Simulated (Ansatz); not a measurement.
**Zr2NO2 monolayer: relaxing the cell for a phonon run**

Aim: bring Zr2NO2 monolayer to small forces and stress, as phonons need.

Program: Ansatz 0.2.0. Level of theory: DFT PBEsol, scalar-relativistic, plane waves, PAW; PAW set soft_1. Results are calculated unless marked as measured.

This is a report of a sequence of runs, with most program output left out.

## (1) The starting structure

The cell holds 5 atoms: 1 N, 2 Zr and 2 O. Cell: a = 3.300 Å, b = 3.300 Å, c = 20.000 Å, α = 90.0°, β = 90.0°, γ = 120.0°. Vacuum lies along c.

Structure file:

```cif
data_structure
_symmetry_space_group_name_H-M 'P 1'
_symmetry_Int_Tables_number 1
_cell_length_a 3.3000
_cell_length_b 3.3000
_cell_length_c 20.0000
_cell_angle_alpha 90.000
_cell_angle_beta 90.000
_cell_angle_gamma 120.000
_cell_volume 188.62
loop_
_atom_site_label
_atom_site_type_symbol
_atom_site_fract_x
_atom_site_fract_y
_atom_site_fract_z
_atom_site_occupancy
N1 N 0.00000 0.00000 0.50000 1
Zr2 Zr 0.33333 0.66667 0.56000 1
Zr3 Zr 0.66667 0.33333 0.44000 1
O4 O 0.66667 0.33333 0.61000 1
O5 O 0.33333 0.66667 0.39000 1
```

## (2) Probe on a coarse mesh

First a cheap look: the gap decides the mesh and the occupations, the pressure tells how far the cell has to move.

The program solves this slab on a cell height of its own, 32.6 Å, in place of the one typed.

input.yaml

```yaml
crystal:
  lattice:
    - [3.3, 0.0, 0.0]
    - [-1.65, 2.85788, 0.0]
    - [0.0, 0.0, 20.0]
  atoms:
    - { symbol: "N", position: [0.0, 0.0, 0.5] }
    - { symbol: Zr, position: [0.333333, 0.666667, 0.56] }
    - { symbol: Zr, position: [0.666667, 0.333333, 0.44] }
    - { symbol: O, position: [0.666667, 0.333333, 0.61] }
    - { symbol: O, position: [0.333333, 0.666667, 0.39] }
  periodic: [true, true, false]
kpoints:
  mp_grid: { grid: [6, 6, 1] }
hamiltonian:
  xc: pbesol
  pseudopotentials: { kind: paw, azcp: { folder: soft_1 }, xc_functional: pbe }
scf:
  occupations: { method: gaussian, width: 0.1 }
output:
  forces: true
  stress: true
  eigenvalues: true
```

Launch:

```
ansatz run input.yaml --threads 4 --pin off --max-ram 16384MiB --backend cpu --events-out ev --progress --plain --runs-dir out
```

Wall time 1.4 s (4 threads of Arm Neoverse V2, shared host); peak memory 0.6 GiB.

This run has no spin polarisation although its electron count is odd.

This step gave:

| Item | Value |
| --- | --- |
| gap on the k-mesh | 0 eV |
| area per atom | 1.886 Å² |

The coarse mesh shows no gap.

## (3) Coarse relaxation

A rough relaxation comes first, because large forces or stress need no tight tolerances yet.

The program solves this slab on a cell height of its own, 32.6 Å, in place of the one typed.

Edit input.yaml of step 2 so:

```diff
@@ -13,3 +13,3 @@
 kpoints:
-  mp_grid: { grid: [6, 6, 1] }
+  mp_grid: { grid: [9, 9, 1] }
 hamiltonian:
@@ -23 +23,6 @@
   eigenvalues: true
+relax:
+  adjacent_minimum: "off"
+  f_tol: 0.05
+  max_steps: 80
+  cell: { stress_2d_tol: 0.02 }
```

It took 16 s on 4 threads; peak memory 0.65 GiB; 57 s of CPU time.

The steps of the relaxation:

```
step  energy less that of the first step (eV)  largest force component (eV/Å)  volume (Å³)
   1                                   0.0000                          3.5615       307.45
   2                                  -0.3778                          1.6151       301.33
   3                                  -0.4636                          0.6191       291.54
   4                                  -0.4978                          0.0541       295.63
   5                                  -0.4998                          0.0060       294.17
  6*                                  -0.4957                          0.0060       294.17
   7                                  -0.4958                          0.0001       293.98
  8*                                  -0.4957                          0.0002       293.98
```

Relaxation steps marked * repeat the geometry before them on a plane-wave basis chosen anew for their cell, so energy and pressure can jump there.

Forces are held to the 12 operations that the run works with; a distortion that breaks them can't arise in this run.

```
cell as run  before  after  change
      a (Å)   3.300  3.227  -2.2 %
      b (Å)   3.300  3.227  -2.2 %
```

The atoms that moved most (Å, along periodic axes as changes of fractional coordinates times the final cell, across vacuum about the mean position):

```
atom     dx     dy      dz  length
 Zr3  0.000  0.000  -0.142   0.142
 Zr2  0.000  0.000   0.142   0.142
  O4  0.000  0.000   0.117   0.117
  O5  0.000  0.000  -0.117   0.117
```

Final coordinates:

```cif
data_structure
_symmetry_space_group_name_H-M 'P 1'
_symmetry_Int_Tables_number 1
_cell_length_a 3.2269
_cell_length_b 3.2269
_cell_length_c 32.6000
_cell_angle_alpha 90.000
_cell_angle_beta 90.000
_cell_angle_gamma 120.000
_cell_volume 293.98
loop_
_atom_site_label
_atom_site_type_symbol
_atom_site_fract_x
_atom_site_fract_y
_atom_site_fract_z
_atom_site_occupancy
N1 N 0.00000 0.00000 0.30675 1
Zr2 Zr 0.33333 0.66667 0.34791 1
Zr3 Zr 0.66667 0.33333 0.26559 1
O4 O 0.66667 0.33333 0.37781 1
O5 O 0.33333 0.66667 0.23569 1
```

Numbers from this step:

| Item | Value |
| --- | --- |
| area per atom | 1.804 Å² |

The relaxation ends with a largest force component of 2.3e-4 eV/Å.

## (4) Bringing the structure to rest

The cell and atoms are relaxed, since residual forces and stress would shift the frequencies.

input.yaml

```yaml
crystal:
  lattice:
    - [3.2268897369, 0.0, 0.0]
    - [-1.6134448684, 2.7945684873, 0.0]
    - [0.0, 0.0, 32.6]
  atoms:
    - { symbol: "N", position: [0.0, 0.0, 0.3067484663] }
    - { symbol: Zr, position: [0.3333333333, 0.6666666667, 0.3479117014] }
    - { symbol: Zr, position: [0.6666666667, 0.3333333333, 0.2655852311] }
    - { symbol: O, position: [0.6666666667, 0.3333333333, 0.3778080387] }
    - { symbol: O, position: [0.3333333333, 0.6666666667, 0.2356888938] }
  periodic: [true, true, false]
kpoints:
  mp_grid: { grid: [12, 12, 1] }
hamiltonian:
  xc: pbesol
  pseudopotentials: { kind: paw, azcp: { folder: soft_1 }, xc_functional: pbe }
scf:
  occupations: { method: gaussian, width: 0.1 }
output:
  forces: true
  stress: true
  eigenvalues: true
  write_density: true
  write_potential: true
  elf: true
  volumetric_format: npy
relax:
  adjacent_minimum: "off"
  f_tol: 0.005
  max_steps: 80
  cell: { stress_2d_tol: 0.02 }
```

Wall time 18 s (4 threads); peak memory 0.67 GiB; 68 s of CPU time.

The steps of the relaxation:

```
step  energy less that of the first step (eV)  largest force component (eV/Å)  volume (Å³)
   1                                   0.0000                          0.0645       293.98
   2                                   0.0002                          0.0237       294.97
   3                                   0.0004                          0.1085       294.64
   4                                  -0.0001                          0.0031       294.63
   5                                  -0.0002                          0.0005       294.50
  6*                                  -0.0004                          0.0005       294.50
```

Relaxation steps marked * repeat the geometry before them on a plane-wave basis chosen anew for their cell, so energy and pressure can jump there. Relaxation step 3 was tried and not accepted.

Forces are held to the 12 operations that the run works with; a distortion that breaks them can't arise in this run.

```
cell as run  before  after  change
      a (Å)   3.227  3.230  +0.1 %
      b (Å)   3.227  3.230  +0.1 %
```

The relaxed structure:

```xyz
5
Lattice="3.2297 0.0000 0.0000 -1.6149 2.7970 0.0000 0.0000 0.0000 32.6000" Properties=species:S:1:pos:R:3
N     0.0000    0.0000   10.0000
Zr    0.0000    1.8647   11.3419
Zr    1.6149    0.9323    8.6581
O     1.6149    0.9323   12.3106
O     0.0000    1.8647    7.6894
```

This step gave:

```
area per atom : 1.807 Å²
```

Electrostatic potential energy in the ac plane at fractional y = 0.333, with atoms of Zr and O within 0.2 Å of it. With pseudopotentials it is smooth inside the atoms' cores, unlike the true potential.

Values in eV, 24 rows by 14 columns, each cell a mean:
```
  0   0   0   0   0   0   0   0   0   0   0   0   0   0
  0   0   0   0   0   0   0   0   0   0   0   0   0   0
  0   0   0   0   0   0   0   0   0   0   0   0   0   0
  0   0   0   0   0   0   0   0   0   0   0   0   0   0
  0   0   0   0   0   0   0   0   0   0   0   0   0   0
  0   0   0   0   0   0   0   0   0   0   0   0   0   0
  0   0   0   0   0   0   0   0   0   0   0   0   0   0
  0   0   0   0   0   0   0   0   0   0   0   0   0   0
  0   0   0   0   0   0   0   0   0   0   0   0   0   0
  0   0   0   0   0   0   0   0   0   0   0   0   0   0
  0   0   0   0   0   0   0   0   0   0   0   0   0   0
  0   0   0   0   0   0   0   0   0   0   0   0   0   0
  0   0   0   0   0   0   0   0   0   0   0   0   0   0
  0   0   0   0   0   0   0   0   0   0   0   0   0   0
 -3  -4  -4  -4  -3  -3  -6 -15 -21 -23 -22 -19 -11  -4
-14 -19 -22 -21 -17 -12 -10 -12 -15 -16 -16 -14 -10 -10
 -7  -8  -8  -8  -7  -7  -8 -10 -11 -12 -12 -11  -9  -8
-13  -8  -6  -7 -10 -20 -32 -36 -36 -36 -36 -36 -35 -26
 -4  -3  -3  -3  -3  -5  -8 -11 -14 -15 -15 -13 -10  -6
  0   0   0   0   0   0   0   0  -1  -1  -1   0   0   0
  0   0   0   0   0   0   0   0   0   0   0   0   0   0
  0   0   0   0   0   0   0   0   0   0   0   0   0   0
  0   0   0   0   0   0   0   0   0   0   0   0   0   0
  0   0   0   0   0   0   0   0   0   0   0   0   0   0
```
Columns run along a (3.2 Å; values clipped at the 3rd and 97th percentile), rows up along c (32.6 Å). Atoms in or near the plane, at fractional coordinates: Zr at (0.67, 0.27), O at (0.67, 0.38).

Valence density in the ac plane at fractional y = 0.333, with atoms of Zr and O within 0.2 Å of it. It is the smooth field of the valence electrons, not physical close to the nuclei.

Ten steps, logarithmic in the rise over the least value, from '0' (0.0 e/Å³) to '9' (3.7 e/Å³), each cell a mean:
```
00000000000000000
00000000000000000
00000000000000000
00000000000000000
00000000000000000
00000000000000000
00000000000000000
00000000000000000
00000000000000000
00000000000000000
00000000000000000
00000000000000000
00000000000000000
00000000000000000
32222235689999764
55565555567887655
45555544444554444
54444457899999986
34444433445555443
00000000000000000
00000000000000000
00000000000000000
00000000000000000
00000000000000000
```
Columns run along a (3.2 Å), rows up along c (32.6 Å). Atoms in or near the plane, at fractional coordinates: Zr at (0.67, 0.27), O at (0.67, 0.38).

ELF in the ac plane at fractional y = 0.333, with atoms of Zr and O within 0.2 Å of it. It is the smooth field of the valence electrons, not physical close to the nuclei.

Ten even steps from '_' (0.00) to '@' (0.75), each cell a mean:
```
__________________________________
__________________________________
__________________________________
__________________________________
__________________________________
__________________________________
__________________________________
__________________________________
__________________________________
__________________________________
__________________________________
__________________________________
__________________________________
________________....::::::......__
==..______::++%%@@@@@@%%%%@@@@@@##
::::--==--::::--==**********++==::
==++******++==--::::::::::::::::--
..::----::..::++@@@@%%**##@@@@%%==
==**######++--::..::------::::..::
____....__________________________
__________________________________
__________________________________
__________________________________
__________________________________
```
Columns run along a (3.2 Å), rows up along c (32.6 Å). Atoms in or near the plane, at fractional coordinates: Zr at (0.67, 0.27), O at (0.67, 0.38).

## (5) Tight relaxation

Phonons need a cell at rest on their own settings, so the relaxation is repeated with tight tolerances on forces and stress on the k mesh and occupations of the first response run.

input.yaml, the sections that differ from step 4:

```yaml
crystal:
  lattice:
    - [3.2297384044, 0.0, 0.0]
    - [-1.6148692022, 2.7970355058, 0.0]
    - [0.0, 0.0, 32.6]
  atoms:
    - { symbol: "N", position: [0.0, 0.0, 0.3067484663] }
    - { symbol: Zr, position: [0.3333333333, 0.6666666667, 0.3479117814] }
    - { symbol: Zr, position: [0.6666666667, 0.3333333333, 0.2655851511] }
    - { symbol: O, position: [0.6666666667, 0.3333333333, 0.3776268492] }
    - { symbol: O, position: [0.3333333333, 0.6666666667, 0.2358700834] }
  periodic: [true, true, false]
scf:
  occupations: { method: methfessel_paxton, width: 0.2 }
relax:
  adjacent_minimum: "off"
  f_tol: 0.001
  max_steps: 60
  cell: { stress_2d_tol: 0.002 }
# kpoints, hamiltonian, output: as in step 4
```

Wall time 18 s (4 threads); peak memory 0.66 GiB; 67 s of CPU time.

Little changed from the start: no atom moved by 0.005 Å and no cell edge by 0.1 %.

This step gave:

| Property | Result |
| --- | --- |
| area per atom | 1.806 Å² |

Electrostatic potential energy in the ac plane at fractional y = 0.333, with atoms of Zr and O within 0.2 Å of it. With pseudopotentials it is smooth inside the atoms' cores, unlike the true potential.

Values in eV, 24 rows by 14 columns, each cell a mean:
```
  0   0   0   0   0   0   0   0   0   0   0   0   0   0
  0   0   0   0   0   0   0   0   0   0   0   0   0   0
  0   0   0   0   0   0   0   0   0   0   0   0   0   0
  0   0   0   0   0   0   0   0   0   0   0   0   0   0
  0   0   0   0   0   0   0   0   0   0   0   0   0   0
  0   0   0   0   0   0   0   0   0   0   0   0   0   0
  0   0   0   0   0   0   0   0   0   0   0   0   0   0
  0   0   0   0   0   0   0   0   0   0   0   0   0   0
  0   0   0   0   0   0   0   0   0   0   0   0   0   0
  0   0   0   0   0   0   0   0   0   0   0   0   0   0
  0   0   0   0   0   0   0   0   0   0   0   0   0   0
  0   0   0   0   0   0   0   0   0   0   0   0   0   0
  0   0   0   0   0   0   0   0   0   0   0   0   0   0
  0   0   0   0   0   0   0   0   0   0   0   0   0   0
 -3  -4  -4  -4  -3  -3  -6 -15 -21 -23 -23 -19 -11  -4
-14 -19 -22 -21 -17 -12 -10 -12 -15 -16 -16 -14 -10 -10
 -7  -8  -8  -8  -7  -7  -8 -10 -11 -12 -12 -11  -9  -8
-13  -8  -6  -7 -10 -20 -32 -36 -36 -36 -36 -36 -35 -26
 -4  -3  -3  -3  -3  -5  -8 -11 -14 -15 -15 -13 -10  -6
  0   0   0   0   0   0   0   0  -1  -1  -1   0   0   0
  0   0   0   0   0   0   0   0   0   0   0   0   0   0
  0   0   0   0   0   0   0   0   0   0   0   0   0   0
  0   0   0   0   0   0   0   0   0   0   0   0   0   0
  0   0   0   0   0   0   0   0   0   0   0   0   0   0
```
Columns run along a (3.2 Å; values clipped at the 3rd and 97th percentile), rows up along c (32.6 Å). Atoms in or near the plane, at fractional coordinates: Zr at (0.67, 0.27), O at (0.67, 0.38).

Valence density in the ac plane at fractional y = 0.333, with atoms of Zr and O within 0.2 Å of it. It is the smooth field of the valence electrons, not physical close to the nuclei.

Ten steps, logarithmic in the rise over the least value, from '_' (0.0 e/Å³) to '@' (3.7 e/Å³), each cell a mean:
```
__________________________________
__________________________________
__________________________________
__________________________________
__________________________________
__________________________________
__________________________________
__________________________________
__________________________________
__________________________________
__________________________________
__________________________________
__________________________________
__________________________________
--::::::::::--++**%%@@@@@@@@##**==
++++++**++++++++++**##%%%%##**++++
==++++++++++==========++++========
++==========++##%%@@@@@@@@@@@@%%**
--==========----====++++++++====--
__________________________________
__________________________________
__________________________________
__________________________________
__________________________________
```
Columns run along a (3.2 Å), rows up along c (32.6 Å). Atoms in or near the plane, at fractional coordinates: Zr at (0.67, 0.27), O at (0.67, 0.38).

ELF in the ac plane at fractional y = 0.333, with atoms of Zr and O within 0.2 Å of it. It is the smooth field of the valence electrons, not physical close to the nuclei.

Ten even steps from '_' (0.00) to '@' (0.75), each cell a mean:
```
__________________________________
__________________________________
__________________________________
__________________________________
__________________________________
__________________________________
__________________________________
__________________________________
__________________________________
__________________________________
__________________________________
__________________________________
__________________________________
________________....::::::......__
==..______::++%%@@@@@@%%%%@@@@@@##
::::--==--::::--==**********++==::
==++******++==--::::::::::::::::--
..::----::..::++@@@@%%**##@@@@%%==
==**######++--::..::------::::..::
____......________________________
__________________________________
__________________________________
__________________________________
__________________________________
```
Columns run along a (3.2 Å), rows up along c (32.6 Å). Atoms in or near the plane, at fractional coordinates: Zr at (0.67, 0.27), O at (0.67, 0.38).

The largest force component left is 0.032 meV/Å, within the tolerances set.

## (6) Outcome

- space group after relaxation (within 0.01 Å): P-3m1
- lattice constant a: 3.229 Å
- lattice constant b: 3.229 Å
- area per atom: 1.81 Å²

In words: The largest force component left is 0.032 meV/Å, within the tolerances set. The relaxation keeps the symmetry of its start, so it says nothing on stability against lower symmetry. The runs are without spin polarisation, although the cell has an odd electron count. The PAW files were made for PBE and serve the other functionals too. The starting cell was built on a prototype and not taken from a measurement.

[Logs are printed without paths, hosts, clocks, repeated set-up lines and the standing remarks that a program may print on its own settings, such as how far it seeks lower states.]

[Hosts, paths, dates, database ids (printed as entryN), source tags and the programs' standing remarks are cut or masked in the printed files.]
